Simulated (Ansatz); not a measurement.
# GaGeHPb (built on the sites of a database entry of CaGaGeH): following an unstable mode

Wanted: the energy along a soft mode of GaGeHPb (built on the sites of a database entry of CaGaGeH) and the structure at the end.

Method: DFT PBEsol, scalar-relativistic, plane waves, PAW, in Ansatz 0.2.0.

Most raw output is cut from this account.

The structure was built from a prototype and need not be the compound's stable phase.

## 1. The structure

Symmetry: P3m1, No. 156, trigonal system. Conventional cell: a = 4.197 Å, b = 4.197 Å, c = 4.807 Å, α = 90.00°, β = 90.00°, γ = 120.00°. Pb has 3 H at 2.46 Å nearest. Ga has 1 H at 1.73 Å and 3 Ge at 2.52 Å nearest. Nearest to Ge lie 3 Ga at 2.52 Å. Nearest to H lie 1 Ga at 1.73 Å. Farther neighbours are not listed.

Structure file:

```cif
data_structure
_symmetry_space_group_name_H-M 'P3m1'
_symmetry_Int_Tables_number 156
_cell_length_a 4.1969
_cell_length_b 4.1969
_cell_length_c 4.8065
_cell_angle_alpha 90.000
_cell_angle_beta 90.000
_cell_angle_gamma 120.000
_cell_volume 73.32
loop_
_atom_site_label
_atom_site_type_symbol
_atom_site_symmetry_multiplicity
_atom_site_Wyckoff_symbol
_atom_site_fract_x
_atom_site_fract_y
_atom_site_fract_z
_atom_site_occupancy
Pb1 Pb 1 b 0.33333 0.66667 0.01197 1
Ga1 Ga 1 a 0.00000 0.00000 0.56389 1
Ge1 Ge 1 c 0.66667 0.33333 0.41917 1
H1 H 1 a 0.00000 0.00000 0.92378 1
```

## 2. The dispersion

The cell comes from relaxations at this level that are not shown. Stability and thermal properties need the whole zone. Linear response on a 3×3×2 q mesh gives force constants as far as a supercell of that size would.

Input file input.yaml:

```yaml
crystal:
  lattice:
    - [4.1969036158, 0.0, 0.0]
    - [-2.0984518079, 3.6346251485, 0.0]
    - [0.0, 0.0, 4.8065094935]
  atoms:
    - { symbol: Pb, position: [0.3333333333, 0.6666666667, 0.011971304] }
    - { symbol: Ga, position: [0.0, 0.0, 0.5638872226] }
    - { symbol: Ge, position: [0.6666666667, 0.3333333333, 0.419165665] }
    - { symbol: H, position: [0.0, 0.0, 0.9237758083] }
kpoints:
  mp_grid: { grid: [12, 12, 10] }
hamiltonian:
  xc: pbesol
scf:
  occupations: { method: methfessel_paxton, width: 0.2 }
output:
  eigenvalues: true
phonons:
  method: dfpt
  qmesh: [3, 3, 2]
  temperatures: { t_max: 1000, t_step: 50 }
  qpath:
    path:
      - [[0.0, 0.0, 0.0], [0.5, 0.0, 0.0], [0.33333333, 0.33333333, 0.0], [0.0, 0.0, 0.0], [0.0, 0.0, 0.5], [0.5, 0.0, 0.5], [0.33333333, 0.33333333, 0.5], [0.0, 0.0, 0.5]]
      - [[0.5, 0.0, 0.5], [0.5, 0.0, 0.0]]
      - [[0.33333333, 0.33333333, 0.5], [0.33333333, 0.33333333, 0.0]]
    npoints: 10
```

Run with:

```
> ansatz run input.yaml --threads 8 --pin off --max-ram 14336MiB --backend cpu --events-out ev --progress --plain --runs-dir out
```

Run time: 11 min. Hardware: 8 threads of AMD EPYC 7R13 (Zen 3), shared host; peak memory 3.9 GiB.

This step gave:

| Property | Result |
| --- | --- |
| volume per atom | 18.33 Å³ |
| gap on the k-mesh | 0 eV |
| sum-rule residual before enforcement | 3.16e-5 eV/Å² |
| lowest frequency on the path | -29.59 cm⁻¹ |
| point group | 3m |
| highest frequency on the path or at a solved wavevector | 1186 cm⁻¹ |
| highest optical mode at the zone centre (no LO-TO term) | 1152 cm⁻¹ |
| lowest optical zone-centre mode | -29.59 cm⁻¹ |
| lowest mode on the q mesh (acoustic modes at Γ apart) | -29.59 cm⁻¹ |

Frequencies (cm⁻¹) solved at each irreducible wavevector; negative means imaginary. Frequencies by wavevector, by row:

```
q in reciprocal lattice units  star  mode 1  mode 2  mode 3  mode 4  mode 10  mode 11  mode 12
                        0 0 0     1   -29.6   -29.6       0       0    469.4    469.4     1152
                     0 0 -0.5     1    26.2    26.2    66.9    70.2    527.6    527.6     1186
                   0 0.3333 0     6    10.2    41.4    50.3    61.6    495.6    612.9     1136
                0 0.3333 -0.5     6    20.7    24.2    37.3    71.6    495.6    602.5     1124
              0.3333 0.3333 0     2    29.5    35.8    40.3    84.2    533.7    608.9     1105
           0.3333 0.3333 -0.5     2    14.5    36.6    49.1    78.4    560.1    631.1     1125
```

Interpolated from a 3×3×2 q mesh. Phonon branches along the path, in cm⁻¹:

```
    point  branch 1  branch 2  branch 3  branch 4  branch 9  branch 10  branch 11  branch 12
        Γ       -30       -30         0         0       208        469        469       1152
  halfway         4        34        46        55       214        491        571       1144
        M         3        48        53        64       214        496        649       1124
  halfway        14        43        45        81       218        513        630       1115
        K        30        36        40        84       221        534        609       1105
  halfway        22        29        48        66       216        501        584       1139
        Γ       -30       -30         0         0       208        469        469       1152
  halfway        13        13        46        50       212        499        499       1169
        A        26        26        67        70       215        528        528       1186
  halfway        20        28        41        71       213        501        574       1140
        L        20        22        38        72       213        496        634       1112
  halfway        15        33        43        76       219        527        633       1119
        H        14        37        49        78       223        560        631       1125
  halfway        21        30        38        73       216        506        584       1133
        A        26        26        67        70       215        528        528       1186
jump to L        20        22        38        72       213        496        634       1112
  halfway        15        32        50        68       214        496        641       1118
        M         3        48        53        64       214        496        649       1124
jump to H        14        37        49        78       223        560        631       1125
  halfway        26        32        44        87       222        547        620       1115
        K        30        36        40        84       221        534        609       1105
```

Symmetry leaves 6 wavevectors to solve. The lowest mode among them, the acoustic zeros apart, lies at Γ and is imaginary, 29.6i cm⁻¹, so the energy falls along it.

## 3. The mode frozen in, largest atomic shift 0 Å

The mode followed lies at Γ with frequency 29.6i cm⁻¹ and is 2-fold degenerate, the softest among the wavevectors solved. At small amplitude the distorted cell has space group no. 8 by a symmetry search on the positions. The undistorted cell that holds it gives the zero of energy on the same k mesh.

input.yaml, the sections that differ from step 2:

```yaml
output:
  forces: true
  stress: true
  eigenvalues: true
# crystal, kpoints, hamiltonian, scf: as in step 2
# phonons: removed
```

Wall time 3.2 s (8 threads); peak memory 0.64 GiB; 23 s of CPU time.

Numbers from this step:

```
pressure                         : 0.005212 GPa
energy from the undistorted cell : 0 meV/atom
```

The run ends at a pressure of 0.01 GPa, with forces up to 0.0010 eV/Å.

## 4. The mode frozen in, largest atomic shift 0.08 Å

The atoms are moved along the unstable eigenvector, the largest shift by 0.08 Å, with the cell fixed.

input.yaml, the sections that differ from step 3:

```yaml
crystal:
  lattice:
    - [4.1969036158, 0.0, 0.0]
    - [-2.0984518079, 3.6346251485, 0.0]
    - [0.0, 0.0, 4.8065094935]
  atoms:
    - { symbol: Pb, position: [0.3287187777, 0.6712812223, 0.011971304] }
    - { symbol: Ga, position: [0.0058149499, -0.0058149499, 0.5638872226] }
    - { symbol: Ge, position: [0.6740961982, 0.3259038018, 0.419165665] }
    - { symbol: H, position: [0.0110052614, -0.0110052614, 0.9237758083] }
# kpoints, hamiltonian, scf, output: as in step 3
```

Run time: 7.5 s. Hardware: 8 threads; peak memory 0.93 GiB.

This step gave:

- pressure: 0.1067 GPa
- energy from the undistorted cell: -0.119 meV/atom

The energy, extrapolated to zero smearing, is -0.12 meV/atom against the undistorted cell.

The run ends at a pressure of 0.11 GPa, with forces up to 0.018 eV/Å.

## 5. Energy along the mode, all amplitudes (two of the runs are shown above)

An imaginary frequency means negative curvature, so the energy should fall and then rise again as anharmonic terms take over.

This step gave:

```
depth at the lowest point sampled  : 0.119 meV/atom
largest atomic shift at that point : 0.08 Å
```

The energy from the parent by largest shift of an atom, one sign:

```
largest shift of an atom, one sign (Å)  energy from the parent (meV/atom)
                                 0.000                                  0
                                 0.040                             -0.042
                                 0.080                             -0.119
                                 0.140                             -0.018
                                 0.220                               1.83
                                 0.320                               12.2
```

Displacement at unit largest shift by atom:

```
atom   x (Å)   y (Å)  z (Å)   size
 Pb1  -0.363   0.210  0.000  0.419
 Ga2   0.458  -0.264  0.000  0.529
 Ge3   0.585  -0.338  0.000  0.676
  H4   0.866  -0.500  0.000  1.000
```

The lowest of the steps tried is at 0.08 Å, 0.119 meV/atom below the parent; the bottom of the well need not coincide with a step.

## 6. Relaxing from the distorted cell

Starting from the lowest point found, all atoms and the cell are let go, so that strain and other modes of the same symmetry can join in.

input.yaml: that of step 4 with these lines changed.

```diff
@@ -20 +20,6 @@
   eigenvalues: true
+relax:
+  adjacent_minimum: "off"
+  f_tol: 0.002
+  max_steps: 120
+  cell: { stress_tol: 0.03 }
```

It took 67 s on 8 threads; peak memory 1.1 GiB; 8.5 min of CPU time.

Relaxation path:

```
step  energy less that of the first step (eV)  largest force component (eV/Å)  pressure (GPa)  volume (Å³)
   1                                   0.0000                          0.0131            0.11        73.32
   2                                  -0.0014                          0.0373           -0.07        73.62
   3                                  -0.0023                          0.0406            0.08        73.50
   4                                  -0.0042                          0.1007            0.48        73.56
   5                                  -0.0063                          0.0643            0.13        73.96
   6                                  -0.0070                          0.0703            0.06        74.27
   7                                  -0.0075                          0.0160            0.00        74.45
   8                                  -0.0076                          0.0009            0.00        74.38
  9*                                  -0.0080                          0.0009            0.01        74.38
```

Relaxation steps marked * repeat the geometry before them on a plane-wave basis chosen anew for their cell, so energy and pressure can jump there.

The run keeps the 2 symmetry operations that it works with, so distortions that break them were not tested.

```
     cell as run  before   after  change
           a (Å)   4.197   4.261  +1.5 %
           b (Å)   4.197   4.261  +1.5 %
           c (Å)   4.807   4.810  +0.1 %
           α (°)   90.00   90.36  +0.4 %
           β (°)   90.00   89.64  -0.4 %
           γ (°)  120.00  121.60  +1.3 %
volume (Å³/atom)   18.33   18.59  +1.4 %
```

The atoms that moved most (Å, as changes of fractional coordinates times the final cell):

```
atom      dx      dy      dz  length
 Pb1  -0.138   0.080  -0.019   0.161
 Ge3   0.073  -0.042   0.037   0.092
  H4   0.037  -0.021  -0.003   0.042
 Ga2   0.028  -0.016  -0.014   0.036
```

Final coordinates:

```xyz
4
Lattice="4.2603 -0.0595 0.0132 -2.1817 3.6598 -0.0132 0.0151 -0.0087 4.8103" Properties=species:S:1:pos:R:3 pbc="T T T"
Pb   -0.2020    2.5169    0.0339
Ga    0.0744   -0.0430    2.6986
Ge    2.2402    1.1068    2.0575
H     0.1215   -0.0701    4.4406
```

This step gave:

```
pressure        : 0.005860 GPa
volume per atom : 18.59 Å³
```

The distorted start has space group Cm; the relaxation ends in Cm.

## 7. The new phase in its own primitive cell

The relaxed structure is symmetrised, reduced to its primitive cell and relaxed tightly, as its phonons need.

input.yaml, the sections that differ from step 6:

```yaml
crystal:
  lattice:
    - [3.7193167388, -2.078661659, 0.0]
    - [3.7193167388, 2.078661659, 0.0]
    - [-0.0344800439, 0.0, 4.810241978]
  atoms:
    - { symbol: Pb, position: [0.6927119429, 0.6927119429, 0.0081047543] }
    - { symbol: Ga, position: [0.9897661497, 0.9897661497, 0.560940888] }
    - { symbol: Ge, position: [0.3145830448, 0.3145830448, 0.4267021769] }
    - { symbol: H, position: [0.9833036755, 0.9833036755, 0.9230521808] }
relax:
  adjacent_minimum: "off"
  f_tol: 0.001
  max_steps: 60
  cell: { stress_tol: 0.01 }
# kpoints, hamiltonian, scf, output: as in step 6
```

Elapsed: 31 s, on 8 threads; peak memory 1.1 GiB; 3.9 min of CPU time.

Little changed from the start: no atom moved by 0.005 Å and no cell edge by 0.1 %.

This step gave:

```
pressure : -3.39e-5 GPa
```

The largest force component left is 0.89 meV/Å and the pressure is 0.000 GPa, within the tolerances set. The cell now holds 18.59 Å³/atom.

## 8. Modes of the new phase

A relaxed structure may still be a saddle point, so its zone-centre modes are computed. No field response is asked, since the mesh shows no gap.

Input file input.yaml:

```yaml
crystal:
  lattice:
    - [3.719796842, -2.0789668269, 0.0013163336]
    - [3.719796842, 2.0789668269, 0.0013163336]
    - [-0.0327820629, 0.0, 4.8086328302]
  atoms:
    - { symbol: Pb, position: [0.6926560109, 0.6926560109, 0.0080570842] }
    - { symbol: Ga, position: [0.9897902846, 0.9897902846, 0.5609342372] }
    - { symbol: Ge, position: [0.3146665413, 0.3146665413, 0.4266761585] }
    - { symbol: H, position: [0.9832519762, 0.9832519762, 0.9231325202] }
kpoints:
  mp_grid: { grid: [12, 12, 10] }
hamiltonian:
  xc: pbesol
scf:
  occupations: { method: methfessel_paxton, width: 0.2 }
output:
  eigenvalues: true
phonons:
  method: dfpt
```

Run time: 2 min. Hardware: 8 threads; peak memory 2.9 GiB; 14 min of CPU time.

Numbers from this step:

```
sum-rule residual before enforcement                    : 3.22e-5 eV/Å²
point group                                             : m
highest optical mode at the zone centre (no LO-TO term) : 1114 cm⁻¹
lowest optical zone-centre mode                         : 19.29 cm⁻¹
```

Patterns of degenerate modes are one choice out of their space. The modes at Γ (shares of kinetic energy by element, %):

```
mode  frequency (cm⁻¹)  symmetry  Pb %  Ga %  Ge %  H %
   1               0.0  acoustic    59    20    21    0
   2               0.0  acoustic    59    20    21    0
   3               0.0  acoustic    59    20    21    0
   4              19.3       A''    41    27    31    1
   5              58.0        A'    39    24    37    0
   6              83.8        A'    41    24    35    1
   7             132.2        A'     1    55    43    0
   8             205.7       A''     0    53    45    1
   9             225.4        A'     0    56    44    0
  10             433.1       A''     0     0     2   98
  11             662.4        A'     0     0     0   99
  12            1113.8        A'     0     1     0   99
```

Displacements in mode 4 (19.3 cm⁻¹), the largest set to 1:
```
Pb1  0.00  0.42  0.00
Ga2  0.00 -0.59  0.00
Ge3  0.00 -0.63  0.00
H4   0.00 -1.00  0.00
```

Displacements in mode 9 (225.4 cm⁻¹), the largest set to 1:
```
Pb1 -0.03  0.00  0.00
Ga2  1.00  0.00 -0.06
Ge3 -0.86  0.00  0.05
H4  -0.40  0.00 -0.09
```

Before it was imposed, the acoustic sum rule was missed by 3.2e-5 eV/Å². Small misses are needed for a sound result but don't prove that mesh and cutoff are converged. The lowest optical mode is real, 19.3 cm⁻¹.

## 9. Results

| Item | Value |
| --- | --- |
| unstable mode of the parent | q = (0, 0, 0), 30i cm⁻¹ |
| depth at the lowest point sampled | 0.119 meV/atom |
| largest atomic shift at that point | 0.08 Å |
| space group reached (within 0.01 Å) | Cm |
| energy gained over the parent (first relaxation, on the mesh of the frozen mode) | 1.95 meV/atom |
| volume per atom, phase reached | 18.6 Å³ |
| lowest optical zone-centre mode, phase reached | 19.3 cm⁻¹ |
| highest optical mode at the zone centre (no LO-TO term), phase reached | 1114 cm⁻¹ |

What this shows: Along this mode the structure falls into Cm, 1.95 meV/atom below the parent. At the parent's cell the well is 0.119 meV/atom deep on the steps tried, with its lowest point at a shift of 0.08 Å. Relaxing atoms and cell changes the gain by +1.83 meV/atom against the lowest step (energies at zero smearing). Most of the total comes from this relaxation. The new phase has no imaginary mode at the zone centre of its cell; other wavevectors were not checked. How so shallow a well moves with the k mesh was not tested. Each path keeps the symmetry of its pattern, so a lower phase may lie along a pattern not tried. With no gap, or one that is small against the smearing, the frequencies hang on the k mesh and the smearing, most of all near Kohn anomalies. Spin-orbit coupling is left out, which can matter for the heavy elements here. A phonon run warned that its eigensolver left some bands unconverged in a pass. The starting cell was built on a prototype and not taken from a measurement, so the phase need not exist.

[Logs are printed without paths, hosts, clocks, repeated set-up lines and the standing remarks that a program may print on its own settings, such as how far it seeks lower states.]

[Hosts, paths, dates, database ids (printed as entryN), source tags and the programs' standing remarks are cut or masked in the printed files.]
